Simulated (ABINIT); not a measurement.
# Quasiparticle gap of Al2O3 (Corundum) in ABINIT, part 2 of 3

How does a plane-wave GW calculation on Al2O3 (Corundum) run from the first input to the gap?

ABINIT 10.8.3; PBE and many-body steps on it, plane waves. Known limits of the many-body steps: not at the basis limit.

So far. Step 2 (Ground state): The gap is direct, at Γ.

## 3. Bands along the symmetry lines

Level of this step: DFT, PBE, plane waves, norm-conserving pseudopotentials (ABINIT).

Levels along a band path, at the cheap level, show where the edges lie and whether the meshes to come will hold them.

Contents of run.abi:

```
acell 3*1.0 Angstrom
rprim 
  2.380249999995 1.374237978213 4.331866666707
  -2.380249999995 1.374237978213 4.331866666707
  -0.000000000000 -2.748475956495 4.331866666685
ntypat 2
znucl 13 8
natom 10
typat 1 1 1 1 2 2 2 2 2 2
xred 
  0.352160000000 0.352160000000 0.352160000000
  0.147840000000 0.147840000000 0.147840000000
  0.647840000000 0.647840000000 0.647840000000
  0.852160000000 0.852160000000 0.852160000000
  0.556680000000 0.943320000000 0.250000000000
  0.250000000000 0.556680000000 0.943320000000
  0.943320000000 0.250000000000 0.556680000000
  0.443320000000 0.056680000000 0.750000000000
  0.750000000000 0.443320000000 0.056680000000
  0.056680000000 0.750000000000 0.443320000000
pp_dirpath "pseudos"
pseudos "Al.upf, O.upf"
ecut 36
iscf -2
irdden 1
kptopt 0
nkpt 31
kpt 
  0.00000000 0.00000000 0.00000000
  0.12500000 0.12500000 0.12500000
  0.25000000 0.25000000 0.25000000
  0.37500000 0.37500000 0.37500000
  0.50000000 0.50000000 0.50000000
  0.56655988 0.43344012 0.50000000
  0.63311976 0.36688024 0.50000000
  0.69967964 0.30032036 0.50000000
  0.76623952 0.23376048 0.50000000
  0.50000000 -0.23376048 0.23376048
  0.50000000 -0.17532036 0.17532036
  0.50000000 -0.11688024 0.11688024
  0.50000000 -0.05844012 0.05844012
  0.50000000 0.00000000 0.00000000
  0.37500000 0.00000000 0.00000000
  0.25000000 0.00000000 0.00000000
  0.12500000 0.00000000 0.00000000
  0.00000000 0.00000000 0.00000000
  0.09172006 -0.09172006 0.00000000
  0.18344012 -0.18344012 0.00000000
  0.27516018 -0.27516018 0.00000000
  0.36688024 -0.36688024 -0.00000000
  0.63311976 0.00000000 0.36688024
  0.59983982 0.00000000 0.40016018
  0.56655988 0.00000000 0.43344012
  0.53327994 0.00000000 0.46672006
  0.50000000 0.00000000 0.50000000
  0.37500000 0.00000000 0.37500000
  0.25000000 0.00000000 0.25000000
  0.12500000 0.00000000 0.12500000
  0.00000000 0.00000000 0.00000000
istwfk *1
nband 38
nbdbuf 9
tolwfr 1e-07
nstep 50
prtwf 0
prtvol 0
indata_prefix "in"
outdata_prefix "out"
tmpdata_prefix "tmp"
```

Launch:

```sh
$ OMP_NUM_THREADS=1 mpirun -n 4 abinit run.abi > log
```

Numbers of over 12 decimals in the logs are rounded to 6 here.

The log of the run:

```text
.Version 10.8.3 of ABINIT. v10.8.2 released Aug 2026.

 Symmetries : space group R-3 c (#167); Bravais hR (rhombohedral)
[... echo of the input left out ...]
== DATASET  1 ==================================================================
-   mpi_nproc: 4, omp_nthreads: 1 (-1 if OMP is not activated)

--- !DatasetInfo
iteration_state: {dtset: 1, }
dimensions: {natom: 10, nkpt: 31, mband: 38, nsppol: 1, nspinor: 1, nspden: 1, mpw: 5944, }
cutoff_energies: {ecut:  36.0, pawecutdg:  -1.0, }
electrons: {nelect:   4.80000000E+01, charge:   0.00000000E+00, occopt:   1.00000000E+00, tsmear:   1.00000000E-02, }

 Real(R)+Recip(G) space primitive vectors, cartesian coordinates (Bohr,Bohr^-1):
 R(1)=  4.4980206  2.5969334  8.1860416  G(1)=  0.1111600  0.0641783  0.0407197
 R(2)= -4.4980206  2.5969334  8.1860416  G(2)= -0.1111600  0.0641783  0.0407197
 R(3)=  0.0000000 -5.1938668  8.1860416  G(3)=  0.0000000 -0.1283565  0.0407197
 Unit cell volume ucvol=  5.7372986E+02 bohr^3
 Angles (23,13,12)=  5.52866708E+01  5.52866708E+01  5.52866708E+01 degrees

 getcut: wavevector=  0.0000  0.0000  0.0000  ngfft=  54  54  54
         ecut(hartree)=     36.000   => boxcut(ratio)=   2.06269

--- Pseudopotential description ------------------------------------------------
- Al Generated using ONCVPSP code by D. R. Hamann
- 13.00000   3.00000  171031                  znucl, zion, pspdat
12 -101130 2 -1 1876                          pspcod,pspxc,lmax,lloc,mmax
     nproj     2     2     2
  pspatm : epsatm=    4.08140545
         --- l  ekb(1:nproj) -->
             0    5.126667    0.728291
             1    7.287548    0.832437
             2   -2.770497   -0.637722
 pspatm: atomic psp has been read  and splines computed

- O Generated using ONCVPSP code by D. R. Hamann
-  8.00000   6.00000  171031                  znucl, zion, pspdat
12 -101130 2 -1 936                           pspcod,pspxc,lmax,lloc,mmax
     nproj     2     2     1
  pspatm : epsatm=    6.19545534
         --- l  ekb(1:nproj) -->
[...]
2   -1.331955
 pspatm: atomic psp has been read  and splines computed

--------------------------------------------------------------------------------

================================================================================
 prteigrs : about to open file out_EIG
 Non-SCF case, kpt    1 (  0.00000  0.00000  0.00000), residuals and eigenvalues=
  1.42E-08  9.35E-08  1.86E-08  3.52E-08  1.68E-08  6.69E-08  2.66E-08  7.35E-08
  1.18E-08  1.44E-08  1.94E-08  1.27E-08  4.79E-08  3.45E-08  4.74E-08  5.79E-08
  8.90E-08  3.72E-08  8.58E-08  3.58E-08  5.02E-08  6.05E-08  6.62E-08  4.02E-08
[...]
8.10E-08  1.04E-05  3.64E-05  5.17E-05  1.79E-04  9.83E-05
 -5.1404E-01 -4.2818E-01 -4.1791E-01 -4.1791E-01 -4.0624E-01 -4.0624E-01
 -6.2473E-02 -2.5715E-02 -1.2918E-02 -1.2918E-02  2.8486E-02  3.2059E-02
[...]
--- !ResultsGS
iteration_state: {dtset: 1, }
comment   : Summary of ground state results
lattice_vectors:
- [  4.4980206,   2.5969334,   8.1860416, ]
- [ -4.4980206,   2.5969334,   8.1860416, ]
- [ -0.0000000,  -5.1938668,   8.1860416, ]
lattice_lengths: [   9.69472,    9.69472,    9.69472, ]
lattice_angles: [ 55.287,  55.287,  55.287, ] # degrees, (23, 13, 12)
lattice_volume:   5.7372986E+02
convergence: {deltae:  0.000E+00, res2:  0.000E+00, residm:  9.966E-08, diffor:  0.000E+00, }
etotal    :  -1.09118253E+02
entropy   :   0.00000000E+00
fermie    :   1.90422253E-01
cartesian_stress_tensor: null
pressure_GPa: null
xred      :
- [  3.5216E-01,   3.5216E-01,   3.5216E-01, Al]
- [  1.4784E-01,   1.4784E-01,   1.4784E-01, Al]
- [  6.4784E-01,   6.4784E-01,   6.4784E-01, Al]
- [  8.5216E-01,   8.5216E-01,   8.5216E-01, Al]
- [  5.5668E-01,   9.4332E-01,   2.5000E-01,  O]
- [  2.5000E-01,   5.5668E-01,   9.4332E-01,  O]
- [  9.4332E-01,   2.5000E-01,   5.5668E-01,  O]
- [  4.4332E-01,   5.6680E-02,   7.5000E-01,  O]
- [  7.5000E-01,   4.4332E-01,   5.6680E-02,  O]
- [  5.6680E-02,   7.5000E-01,   4.4332E-01,  O]
cartesian_forces: null
force_length_stats: {min: null, max: null, mean: null, }

 Integrated electronic density in atomic spheres:
 ------------------------------------------------
 Atom  Sphere_radius  Integrated_density
[...]
================================================================================

 ----iterations are completed or convergence reached----

 Mean square residual over all n,k,spin=   51.339E-09; max=  99.662E-09
 reduced coordinates (array xred) for   10 atoms
[...]
0.750000000000      0.443320000000      0.056680000000
       0.056680000000      0.750000000000      0.443320000000

 cartesian coordinates (angstrom) at end:
    1      0.000000    -2.43e-11     4.576530
    2      0.000000    -1.02e-11     1.921270
    3     -0.000000    -4.47e-11     8.419070
[...]
9      0.729975     1.484122     5.414833
   10     -1.650275    -0.109884     5.414833
 length scales=  1.889726125908  1.889726125908  1.889726125908 bohr
              =  1.000000000000  1.000000000000  1.000000000000 angstroms
 prteigrs : about to open file out_EIG
 Eigenvalues (hartree) for nkpt=  31  k points:
 kpt#   1, nband= 38, wtk=  1.00000, kpt=  0.0000  0.0000  0.0000 (reduced coord)
[...]
kpt#   2, nband= 38, wtk=  1.00000, kpt=  0.1250  0.1250  0.1250 (reduced coord)
[...]
kpt#   3, nband= 38, wtk=  1.00000, kpt=  0.2500  0.2500  0.2500 (reduced coord)
[...]
kpt#  30, nband= 38, wtk=  1.00000, kpt=  0.1250  0.0000  0.1250 (reduced coord)
[...]
0.66526    0.67704    0.71601    0.72818    0.73322    0.73748
 kpt#  31, nband= 38, wtk=  1.00000, kpt=  0.0000  0.0000  0.0000 (reduced coord)
[...]
0.13786    0.14281    0.14281    0.17247    0.17247    0.18878    0.18878    0.19042
   0.42070    0.52806    0.58648    0.61540    0.61540    0.62103    0.64669    0.64669
   0.64831    0.68796    0.72774    0.72814    0.73338    0.73484

== END DATASET(S) ==============================================================
================================================================================

 -outvars: echo values of variables after computation  --------
            nband          38
             nkpt          31
          spgroup         167
 [... the other variables as echoed above ...]

 Calculation completed.
```

Elapsed: 47 s, on 4 MPI ranks of Arm Neoverse V1, shared host; peak memory 0.4 GiB.

Numbers from this step:

| Item | Value |
| --- | --- |
| gap | 6.266 eV |
| k of the valence top | 0, 0, 0 |
| k of the conduction bottom | 0, 0, 0 |
| least direct gap | 6.266 eV |

The gap is 6.266 eV, as in the run before at this level.

Electronic bands along the path, in eV, zero at the top of the highest filled band:

```csv
point,band 21,band 22,band 23,band 24,band 25,band 26,band 27,band 28
Γ,-0.49,-0.04,-0.04,0.00,6.27,9.19,10.78,11.56
halfway,-0.50,-0.50,-0.11,-0.11,7.24,9.24,10.63,11.68
T,-0.38,-0.38,-0.38,-0.38,8.71,8.71,11.13,11.13
halfway,-0.85,-0.85,-0.53,-0.53,9.40,9.40,10.83,10.83
H2,-0.84,-0.84,-0.50,-0.50,9.74,9.74,10.15,10.15
jump to H0,-0.84,-0.84,-0.50,-0.50,9.74,9.74,10.15,10.15
halfway,-0.83,-0.83,-0.31,-0.31,9.40,9.40,9.88,9.88
L,-0.90,-0.90,-0.27,-0.27,9.49,9.49,9.68,9.68
halfway,-0.76,-0.44,-0.15,-0.11,7.51,10.09,10.18,10.81
Γ,-0.49,-0.04,-0.04,0.00,6.27,9.19,10.78,11.56
halfway,-0.84,-0.52,-0.17,-0.08,7.92,9.80,10.36,10.50
S0,-0.88,-0.84,-0.56,-0.28,9.54,9.57,9.78,10.26
jump to S2,-0.88,-0.84,-0.56,-0.28,9.54,9.57,9.78,10.26
halfway,-0.95,-0.83,-0.74,-0.26,9.64,9.82,9.84,10.27
F,-1.02,-0.91,-0.74,-0.25,9.68,9.76,9.95,10.44
halfway,-0.96,-0.59,-0.26,-0.17,7.77,10.16,10.20,10.78
Γ,-0.49,-0.04,-0.04,0.00,6.27,9.19,10.78,11.56
```

## 4. Empty states on the mesh, 4×4×4 mesh, 454 bands

The sums over transitions need many empty states on a uniform mesh; this step solves for them.

Contents of run.abi:

```
acell 3*1.0 Angstrom
rprim 
  2.380249999995 1.374237978213 4.331866666707
  -2.380249999995 1.374237978213 4.331866666707
  -0.000000000000 -2.748475956495 4.331866666685
ntypat 2
znucl 13 8
natom 10
typat 1 1 1 1 2 2 2 2 2 2
xred 
  0.352160000000 0.352160000000 0.352160000000
  0.147840000000 0.147840000000 0.147840000000
  0.647840000000 0.647840000000 0.647840000000
  0.852160000000 0.852160000000 0.852160000000
  0.556680000000 0.943320000000 0.250000000000
  0.250000000000 0.556680000000 0.943320000000
  0.943320000000 0.250000000000 0.556680000000
  0.443320000000 0.056680000000 0.750000000000
  0.750000000000 0.443320000000 0.056680000000
  0.056680000000 0.750000000000 0.443320000000
pp_dirpath "pseudos"
pseudos "Al.upf, O.upf"
ecut 36
ngkpt 4 4 4
nshiftk 1
shiftk 0 0 0
kptopt 1
chksymbreak 0
iscf -2
irdden 1
istwfk *1
nband 454
nbdbuf 40
tolwfr 1e-09
nstep 60
prtvol 0
indata_prefix "in"
outdata_prefix "out"
tmpdata_prefix "tmp"
```

The log of the run:

```text
.Version 10.8.3 of ABINIT. v10.8.2 released Aug 2026.

 Symmetries : space group R-3 c (#167); Bravais hR (rhombohedral)
[... echo of the input left out ...]
== DATASET  1 ==================================================================
-   mpi_nproc: 4, omp_nthreads: 1 (-1 if OMP is not activated)

--- !DatasetInfo
iteration_state: {dtset: 1, }
dimensions: {natom: 10, nkpt: 13, mband: 454, nsppol: 1, nspinor: 1, nspden: 1, mpw: 5940, }
cutoff_energies: {ecut:  36.0, pawecutdg:  -1.0, }
electrons: {nelect:   4.80000000E+01, charge:   0.00000000E+00, occopt:   1.00000000E+00, tsmear:   1.00000000E-02, }

 Real(R)+Recip(G) space primitive vectors, cartesian coordinates (Bohr,Bohr^-1):
 R(1)=  4.4980206  2.5969334  8.1860416  G(1)=  0.1111600  0.0641783  0.0407197
 R(2)= -4.4980206  2.5969334  8.1860416  G(2)= -0.1111600  0.0641783  0.0407197
 R(3)=  0.0000000 -5.1938668  8.1860416  G(3)=  0.0000000 -0.1283565  0.0407197
 Unit cell volume ucvol=  5.7372986E+02 bohr^3
 Angles (23,13,12)=  5.52866708E+01  5.52866708E+01  5.52866708E+01 degrees

 getcut: wavevector=  0.0000  0.0000  0.0000  ngfft=  54  54  54
         ecut(hartree)=     36.000   => boxcut(ratio)=   2.06269

--- Pseudopotential description ------------------------------------------------
- Al Generated using ONCVPSP code by D. R. Hamann
- 13.00000   3.00000  171031                  znucl, zion, pspdat
12 -101130 2 -1 1876                          pspcod,pspxc,lmax,lloc,mmax
     nproj     2     2     2
  pspatm : epsatm=    4.08140545
         --- l  ekb(1:nproj) -->
             0    5.126667    0.728291
             1    7.287548    0.832437
             2   -2.770497   -0.637722
 pspatm: atomic psp has been read  and splines computed

- O Generated using ONCVPSP code by D. R. Hamann
-  8.00000   6.00000  171031                  znucl, zion, pspdat
12 -101130 2 -1 936                           pspcod,pspxc,lmax,lloc,mmax
     nproj     2     2     1
  pspatm : epsatm=    6.19545534
         --- l  ekb(1:nproj) -->
[...]
2   -1.331955
 pspatm: atomic psp has been read  and splines computed

--------------------------------------------------------------------------------

================================================================================
 prteigrs : about to open file out_EIG
 Non-SCF case, kpt    1 (  0.00000  0.00000  0.00000), residuals and eigenvalues=
  2.55E-10  4.04E-10  2.87E-10  3.12E-10  3.24E-10  4.96E-10  9.01E-11  8.56E-11
  1.18E-10  1.43E-10  1.70E-10  1.39E-10  1.42E-10  1.36E-10  1.65E-10  2.39E-10
  3.05E-10  1.68E-10  3.95E-10  1.92E-10  3.34E-10  2.71E-10  3.78E-10  2.44E-10
[...]
2.02E-04  7.37E-04  6.35E-04  1.63E-03  7.99E-04  2.45E-03
 -5.1404E-01 -4.2818E-01 -4.1791E-01 -4.1791E-01 -4.0624E-01 -4.0624E-01
 -6.2473E-02 -2.5715E-02 -1.2918E-02 -1.2918E-02  2.8486E-02  3.2059E-02
[...]
5.9227E+00  5.9232E+00  5.9284E+00  5.9354E+00  5.9358E+00  5.9452E+00
  5.9519E+00  5.9559E+00  5.9836E+00  5.9907E+00
 prteigrs : prtvol=0 or 1, do not print more k-points.

--- !ResultsGS
iteration_state: {dtset: 1, }
comment   : Summary of ground state results
lattice_vectors:
- [  4.4980206,   2.5969334,   8.1860416, ]
- [ -4.4980206,   2.5969334,   8.1860416, ]
- [ -0.0000000,  -5.1938668,   8.1860416, ]
lattice_lengths: [   9.69472,    9.69472,    9.69472, ]
lattice_angles: [ 55.287,  55.287,  55.287, ] # degrees, (23, 13, 12)
lattice_volume:   5.7372986E+02
convergence: {deltae:  0.000E+00, res2:  0.000E+00, residm:  9.989E-10, diffor:  0.000E+00, }
etotal    :  -1.09118253E+02
entropy   :   0.00000000E+00
fermie    :   1.90422253E-01
cartesian_stress_tensor: null
pressure_GPa: null
xred      :
- [  3.5216E-01,   3.5216E-01,   3.5216E-01, Al]
- [  1.4784E-01,   1.4784E-01,   1.4784E-01, Al]
- [  6.4784E-01,   6.4784E-01,   6.4784E-01, Al]
- [  8.5216E-01,   8.5216E-01,   8.5216E-01, Al]
- [  5.5668E-01,   9.4332E-01,   2.5000E-01,  O]
- [  2.5000E-01,   5.5668E-01,   9.4332E-01,  O]
- [  9.4332E-01,   2.5000E-01,   5.5668E-01,  O]
- [  4.4332E-01,   5.6680E-02,   7.5000E-01,  O]
- [  7.5000E-01,   4.4332E-01,   5.6680E-02,  O]
- [  5.6680E-02,   7.5000E-01,   4.4332E-01,  O]
cartesian_forces: null
force_length_stats: {min: null, max: null, mean: null, }

 Integrated electronic density in atomic spheres:
 ------------------------------------------------
 Atom  Sphere_radius  Integrated_density
[...]
================================================================================

 ----iterations are completed or convergence reached----

 Mean square residual over all n,k,spin=   35.336E-11; max=  99.893E-11
 reduced coordinates (array xred) for   10 atoms
[...]
0.750000000000      0.443320000000      0.056680000000
       0.056680000000      0.750000000000      0.443320000000

 cartesian coordinates (angstrom) at end:
    1      0.000000    -2.43e-11     4.576530
    2      0.000000    -1.02e-11     1.921270
[...]
9      0.729975     1.484122     5.414833
   10     -1.650275    -0.109884     5.414833
 length scales=  1.889726125908  1.889726125908  1.889726125908 bohr
              =  1.000000000000  1.000000000000  1.000000000000 angstroms
 prteigrs : about to open file out_EIG
 Eigenvalues (hartree) for nkpt=  13  k points:
 kpt#   1, nband=454, wtk=  0.01563, kpt=  0.0000  0.0000  0.0000 (reduced coord)
[...]
5.81766    5.82426    5.82426    5.82593    5.83417    5.83418    5.86142    5.87299
   5.87306    5.89715    5.89778    5.90263    5.92272    5.92322    5.92835    5.93543
   5.93584    5.94520    5.95194    5.95589    5.98362    5.99073
 prteigrs : prtvol=0 or 1, do not print more k-points.

== END DATASET(S) ==============================================================
================================================================================

 -outvars: echo values of variables after computation  --------
            nband         454
             nkpt          13
          spgroup         167
 [... the other variables as echoed above ...]

 Calculation completed.
```

Wall time 15 min (4 MPI ranks); peak memory 0.91 GiB.

Numbers from this step:

| Item | Value |
| --- | --- |
| gap | 6.266 eV |
| k of the valence top | 0, 0, 0 |
| k of the conduction bottom | 0, 0, 0 |
| least direct gap | 6.266 eV |
| k points computed | 13 |
| lowest point of the top converged band, above the valence top | 146.9023 eV |

On this mesh the gap is 6.266 eV.

## 5. Screening, 4×4×4 mesh, 414 bands, screening to 201.4 eV

The RPA dielectric matrix is built and inverted for each q.

This step: RPA screening on PBE, plane waves, norm-conserving pseudopotentials.

Edit run.abi of step 4 so:

```diff
@@ -28,10 +28,11 @@
 chksymbreak 0
-iscf -2
-irdden 1
 istwfk *1
-nband 454
-nbdbuf 40
-tolwfr 1e-09
-nstep 60
-prtvol 0
+occopt 1
+irdwfk 1
+optdriver 3
+nband 414
+ecuteps 7.4
+inclvkb 2
+awtr 1
+symchi 1
 indata_prefix "in"
```

The log of the run:

```text
.Version 10.8.3 of ABINIT. v10.8.2 released Aug 2026.

 Symmetries : space group R-3 c (#167); Bravais hR (rhombohedral)
[... echo of the input left out ...]
== DATASET  1 ==================================================================
-   mpi_nproc: 4, omp_nthreads: 1 (-1 if OMP is not activated)

--- !DatasetInfo
iteration_state: {dtset: 1, }
dimensions: {natom: 10, nkpt: 13, mband: 414, nsppol: 1, nspinor: 1, nspden: 1, mpw: 5940, }
cutoff_energies: {ecut:  36.0, pawecutdg:  -1.0, }
electrons: {nelect:   4.80000000E+01, charge:   0.00000000E+00, occopt:   1.00000000E+00, tsmear:   1.00000000E-02, }

 SCREENING: Calculation of the susceptibility and dielectric matrices

 Based on a program developped by R.W. Godby, V. Olevano, G. Onida, and L. Reining.
 Incorporated in ABINIT by V. Olevano, G.-M. Rignanese, and M. Torrent.
.Using double precision arithmetic ; gwpc =  8

[... cell and pseudopotentials left out ...]
--------------------------------------------------------------------------------

 ==== K-mesh for the wavefunctions ====
 Number of points in the irreducible wedge :    13
[... list of points left out ...]
 Together with 12 symmetry operations and time-reversal symmetry
 yields    64 points in the full Brillouin Zone.

 ==== Q-mesh for the screening function ====
 Number of points in the irreducible wedge :    13
[... list of points left out ...]
 Together with 12 symmetry operations and time-reversal symmetry
 yields    64 points in the full Brillouin Zone.

 setmesh: FFT mesh size selected  =    40x   40x   40
          total number of points  =        64000

 vcoul_init : cutoff-mode = AUXILIARY_FUNCTION
 q-points for optical limit:   1
     1)      0.000010    0.000020    0.000030

- screening: taking advantage of time-reversal symmetry
- Maximum band index for partially occupied states nbvw = 24
- Remaining bands to be divided among processors   nbcw = 390
- Number of bands treated by each node ~97

 Number of electrons calculated from density =   48.0000; Expected =   48.0000
 average of density, n =  0.083663
 r_s =    1.4184
 omega_plasma =   27.9012 [eV]

 calculating chi0 at frequencies [eV] :
  1    0.000000E+00    0.000000E+00
  2    0.000000E+00    2.790117E+01

--------------------------------------------------------------------------------
  q-point number  1        q = ( 0.000000, 0.000000, 0.000000) [r.l.u.]
--------------------------------------------------------------------------------
[... chi0 elements left out ...]
 For q-point:  0.000010 0.000020 0.000030
  dielectric constant =   3.0301
  dielectric constant without local fields =   3.2638

  Average fulfillment of the sum rule on Im[epsilon] for q-point    1 :     86.26  [%]
[... wings left out ...]
  q-point number  2        q = ( 0.250000, 0.000000, 0.000000) [r.l.u.]
--------------------------------------------------------------------------------
[... chi0 elements left out ...]
  Average fulfillment of the sum rule on Im[epsilon] for q-point    2 :     90.16  [%]

 [... 11 further q-points ...]
```

The job ended after 34 min (4 MPI ranks; peak memory 7.3 GiB; 2.3 h of CPU time).

Numbers from this step:

```
ε∞ with local fields, on this mesh, along the program's q direction : 3.030
the same without local fields                                       : 3.264
plasma frequency                                                    : 27.90 eV
plane waves in the screening matrix                                 : 551
```

Local fields lower ε∞ by 7 %.

(Continued in part 3 of 3.)

[Paths, hosts, dates, memory and timing lines, banners, echoed tables and standing remarks are left out of the program output.]

[Logs are printed without paths, hosts, clocks, repeated set-up lines and the standing remarks that a program may print on its own settings, such as how far it seeks lower states.]

[Runs of the session that timed out or met a known fault of the program may be left out.]

[Hosts, paths, dates, database ids (printed as entryN), source tags and the programs' standing remarks are cut or masked in the printed files.]

[G0W0 gaps are taken among the corrected bands and points alone; a level outside them can change the order at an edge.]

[Where Ansatz stands beside ABINIT at settings called matched, ABINIT's density can come from a denser mesh and the files from another edition; pairs whose starting gaps differed by over 0.03 eV were left out, so agreement reads better than it is.]
